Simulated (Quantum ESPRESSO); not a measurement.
**Collinear magnetic orders of FeSi (Fersilicite) with Quantum ESPRESSO**

A self-consistent run ends on one state, which hangs on the start. Several orders of FeSi (Fersilicite) are started in Quantum ESPRESSO and their energies compared.

Program: Quantum ESPRESSO 7.5. Level of theory: LDA; plane waves with GBRV 1.5 LDA potentials, no spin-orbit coupling. Results are calculated unless marked as measured.

The database entry behind the starting cell differs from later determinations by our own check (about 0.5 % short), so it need not match the best structure at ambient conditions.

**1. The starting structure**

Symmetry: P2_13, No. 198, cubic system. Conventional cell: a = 4.467 Å, b = 4.467 Å, c = 4.467 Å, α = 90.00°, β = 90.00°, γ = 90.00°. Nearest to Fe lie 7 Si at 2.24 to 2.51 Å. Nearest to Si lie 7 Fe at 2.24 to 2.51 Å. Farther neighbours are not listed.

The cell comes from the Crystallography Open Database.

**2. Start 1: ferro ++++**

The signs are those of the starting moments on the seeded atoms, the atoms that are given a moment.

The input, pw.in:

```
&CONTROL
  calculation = 'scf'
  prefix = 'pwscf'
  outdir = './tmp'
  pseudo_dir = './pseudo'
  disk_io = 'nowf'
/
&SYSTEM
  ibrav = 0
  celldm(1) = 8
  nat = 8
  ntyp = 2
  ecutwfc = 40
  ecutrho = 280
  nbnd = 58
  occupations = 'smearing'
  smearing = 'fd'
  degauss = 0.00734986
  nspin = 2
  starting_magnetization(1) = 0.175
  starting_magnetization(2) = 0
/
&ELECTRONS
  conv_thr = 1.6d-08
  electron_maxstep = 150
  mixing_beta = 0.3
/
ATOMIC_SPECIES
Fe     55.8450 fe_lda_v1.5.uspp.F.UPF
Si     28.0850 si_lda_v1.uspp.F.UPF
CELL_PARAMETERS alat
   1.0551758248379    0.0000000000000    0.0000000000000
   0.0000000000000    1.0551758248379    0.0000000000000
   0.0000000000000    0.0000000000000    1.0551758248379
ATOMIC_POSITIONS crystal
Fe      0.1340000000    0.1340000000    0.1340000000
Fe      0.3660000000    0.8660000000    0.6340000000
Fe      0.6340000000    0.3660000000    0.8660000000
Fe      0.8660000000    0.6340000000    0.3660000000
Si      0.8445000000    0.8445000000    0.8445000000
Si      0.6555000000    0.1555000000    0.3445000000
Si      0.3445000000    0.6555000000    0.1555000000
Si      0.1555000000    0.3445000000    0.6555000000
K_POINTS automatic
6 6 6 0 0 0
```

On the command line:

```bash
$ OMP_NUM_THREADS=1 mpirun -n 4 pw.x -nk 4 -in pw.in > pw.out
```

The log of the run:

```text
Program PWSCF v.7.5 starts

     Message from routine setup:
     using ibrav=0 with symmetry is DISCOURAGED, use correct ibrav instead

     K-points division:     npool     =       4
     Subspace diagonalization in iterative solution of the eigenvalue problem:

     G-vector sticks info
     --------------------
     sticks:   dense  smooth     PW     G-vecs:    dense   smooth      PW
     Sum        1597     889    277                47497    20377    3407

     Using Slab Decomposition

     bravais-lattice index     =            0
     lattice parameter (alat)  =       8.0000  a.u.
     unit-cell volume          =     601.5122 (a.u.)^3
     number of atoms/cell      =            8
     number of atomic types    =            2
     number of electrons       =        80.00
     number of Kohn-Sham states=           58
     kinetic-energy cutoff     =      40.0000  Ry
     charge density cutoff     =     280.0000  Ry
     scf convergence threshold =      1.6E-08
     mixing beta               =       0.3000
     number of iterations used =            8  plain     mixing
     Exchange-correlation= SLA  PZ   NOGX NOGC
                           (   1   1   0   0   0   0   0)

     celldm(1)=   8.000000  celldm(2)=   0.000000  celldm(3)=   0.000000
     celldm(4)=   0.000000  celldm(5)=   0.000000  celldm(6)=   0.000000

     crystal axes: (cart. coord. in units of alat)
               a(1) = (   1.055176   0.000000   0.000000 )
               a(2) = (   0.000000   1.055176   0.000000 )
               a(3) = (   0.000000   0.000000   1.055176 )

     reciprocal axes: (cart. coord. in units 2 pi/alat)
               b(1) = (  0.947709  0.000000  0.000000 )
               b(2) = (  0.000000  0.947709  0.000000 )
               b(3) = (  0.000000  0.000000  0.947709 )

     PseudoPot. # 1 for Fe read from file:
     fe_lda_v1.5.uspp.F.UPF
     Pseudo is Ultrasoft + core correction, Zval = 16.0
     Generated by new atomic code, or converted to UPF format
     Using radial grid of  861 points,  6 beta functions with:
                l(1) =   0
                l(2) =   0
                l(3) =   1
                l(4) =   1
                l(5) =   2
                l(6) =   2
     Q(r) pseudized with  8 coefficients,  rinner =    1.000   1.000   1.000
                                                       1.000   1.000

     PseudoPot. # 2 for Si read from file:
     si_lda_v1.uspp.F.UPF
     Pseudo is Ultrasoft + core correction, Zval =  4.0
     Generated by new atomic code, or converted to UPF format
     Using radial grid of  899 points,  6 beta functions with:
                l(1) =   0
                l(2) =   0
                l(3) =   1
                l(4) =   1
                l(5) =   2
                l(6) =   2
     Q(r) pseudized with  8 coefficients,  rinner =    0.900   0.900   0.900
                                                       0.900   0.900

     atomic species   valence    mass     pseudopotential
     Fe               16.00    55.84500     Fe( 1.00)
     Si                4.00    28.08500     Si( 1.00)

     Starting magnetic structure
     atomic species   magnetization
     Fe              0.175
     Si              0.000

     12 Sym. Ops. (no inversion) found ( 9 have fractional translation)

   Cartesian axes

     site n.     atom                  positions (alat units)
         1        Fe     tau(   1) = (   0.1413936   0.1413936   0.1413936  )
         2        Fe     tau(   2) = (   0.3861944   0.9137823   0.6689815  )
         3        Fe     tau(   3) = (   0.6689815   0.3861944   0.9137823  )
         4        Fe     tau(   4) = (   0.9137823   0.6689815   0.3861944  )
         5        Si     tau(   5) = (   0.8910960   0.8910960   0.8910960  )
         6        Si     tau(   6) = (   0.6916678   0.1640798   0.3635081  )
         7        Si     tau(   7) = (   0.3635081   0.6916678   0.1640798  )
         8        Si     tau(   8) = (   0.1640798   0.3635081   0.6916678  )

     number of k points=    24  Fermi-Dirac smearing, width (Ry)=  0.0073
                       cart. coord. in units 2pi/alat
        k(    1) = (   0.0000000   0.0000000   0.0000000), wk =   0.0046296
        k(    2) = (   0.0000000   0.0000000   0.1579516), wk =   0.0277778
        k(    3) = (   0.0000000   0.0000000   0.3159031), wk =   0.0277778
        k(    4) = (   0.0000000   0.0000000  -0.4738547), wk =   0.0138889
        k(    5) = (   0.0000000   0.1579516   0.1579516), wk =   0.0555556
        [... 19 further k-points ...]

     Dense  grid:    47497 G-vectors     FFT dimensions: (  48,  48,  48)

     Smooth grid:    20377 G-vectors     FFT dimensions: (  36,  36,  36)

     Check: negative core charge=   -0.000034
     Generating pointlists ...
     new r_m :   0.2183 (alat units)  1.7460 (a.u.) for type    1
     new r_m :   0.2183 (alat units)  1.7460 (a.u.) for type    2

     Initial potential from superposition of free atoms

     starting charge      75.9976, renormalised to      80.0000
     Starting wfcs are   68 randomized atomic wfcs

     Self-consistent Calculation

     iteration #  1     ecut=    40.00 Ry     beta= 0.30
     Davidson diagonalization with overlap
     ethr =  1.00E-02,  avg # of iterations =  4.5

     total energy              =   -1037.41576188 Ry
     estimated scf accuracy    <       8.97419881 Ry

     total magnetization       =     5.02 Bohr mag/cell
     absolute magnetization    =     6.47 Bohr mag/cell

     iteration #  2     ecut=    40.00 Ry     beta= 0.30
     Davidson diagonalization with overlap
     ethr =  1.00E-02,  avg # of iterations =  2.1

     total energy              =   -1039.14590437 Ry
     estimated scf accuracy    <       7.99606787 Ry

     total magnetization       =     3.46 Bohr mag/cell
     absolute magnetization    =     4.61 Bohr mag/cell

     iteration #  3     ecut=    40.00 Ry     beta= 0.30
     Davidson diagonalization with overlap
     ethr =  1.00E-02,  avg # of iterations =  1.0

     total energy              =   -1040.07291842 Ry
     estimated scf accuracy    <       0.19235121 Ry

     total magnetization       =     4.59 Bohr mag/cell
     absolute magnetization    =     6.03 Bohr mag/cell

     [... further iterations left out ...]

     iteration # 17     ecut=    40.00 Ry     beta= 0.30
     Davidson diagonalization with overlap
     ethr =  3.60E-09,  avg # of iterations =  2.5

     total energy              =   -1040.14748215 Ry
     estimated scf accuracy    <       0.00000314 Ry

     total magnetization       =     0.01 Bohr mag/cell
     absolute magnetization    =     0.01 Bohr mag/cell

     iteration # 18     ecut=    40.00 Ry     beta= 0.30
     Davidson diagonalization with overlap
     ethr =  3.60E-09,  avg # of iterations =  1.1

     total energy              =   -1040.14748250 Ry
     estimated scf accuracy    <       0.00000064 Ry

     total magnetization       =    -0.01 Bohr mag/cell
     absolute magnetization    =     0.01 Bohr mag/cell

     iteration # 19     ecut=    40.00 Ry     beta= 0.30
     Davidson diagonalization with overlap
     ethr =  7.97E-10,  avg # of iterations =  2.0

     total energy              =   -1040.14748248 Ry
     estimated scf accuracy    <       0.00000002 Ry

     total magnetization       =     0.00 Bohr mag/cell
     absolute magnetization    =     0.00 Bohr mag/cell

     iteration # 20     ecut=    40.00 Ry     beta= 0.30
     Davidson diagonalization with overlap
     ethr =  2.46E-11,  avg # of iterations =  4.3

     Magnetic moment per site  (integrated on atomic sphere of radius R)
     atom   1 (R=0.218)  charge= 14.0433  magn= -0.0018
     atom   2 (R=0.218)  charge= 14.0433  magn= -0.0018
     atom   3 (R=0.218)  charge= 14.0433  magn= -0.0018
     atom   4 (R=0.218)  charge= 14.0433  magn= -0.0018
     atom   5 (R=0.218)  charge=  1.6363  magn=  0.0001
     atom   6 (R=0.218)  charge=  1.6363  magn=  0.0001
     atom   7 (R=0.218)  charge=  1.6363  magn=  0.0001
     atom   8 (R=0.218)  charge=  1.6363  magn=  0.0001

     End of self-consistent calculation

     [... lines left out ...]
     the Fermi energy is    15.9912 ev

!    total energy              =   -1040.14748320 Ry
     estimated scf accuracy    <          9.2E-09 Ry
     smearing contrib. (-TS)   =      -0.01700060 Ry
     internal energy E=F+TS    =   -1040.13048259 Ry

     The total energy is F=E-TS. E is the sum of the following terms:
     one-electron contribution =    -605.54856823 Ry
     hartree contribution      =     348.95146481 Ry
     xc contribution           =    -133.40163519 Ry
     ewald contribution        =    -650.13174398 Ry

     total magnetization       =    -0.01 Bohr mag/cell
     absolute magnetization    =     0.01 Bohr mag/cell

     convergence has been achieved in  20 iterations

=------------------------------------------------------------------------------=
   JOB DONE.
=------------------------------------------------------------------------------=
```

It took 65 s on 4 MPI ranks of Arm Neoverse V2, shared host; peak memory 0.57 GiB; 4.3 min of CPU time.

Spin moment in the atom's sphere by atom:

```
atom  spin moment in the atom's sphere (μB)
 Fe1                                -0.0018
 Fe2                                -0.0018
 Fe3                                -0.0018
 Fe4                                -0.0018
 Si5                                 0.0001
 Si6                                 0.0001
 Si7                                 0.0001
 Si8                                 0.0001
```

This step gave:

| Property | Result |
| --- | --- |
| smearing term TS | 0.2313 eV |
| magnetization | -0.007 μB |
| absolute magnetization | 0.008 μB |
| final state | non-magnetic |

[end of part 1 of 2]

[Logs and program files are shortened in this print: banners, set-up blocks, solver, clock and traceback lines can be left out without a mark of their own.]

[Logs are printed without paths, hosts, clocks, repeated set-up lines and the standing remarks that a program may print on its own settings, such as how far it seeks lower states.]

[Hosts, paths, dates, database ids (printed as entryN), source tags and the programs' standing remarks are cut or masked in the printed files.]

[Where a cell is said to come from a database of computed structures, the database is the Materials Project.]
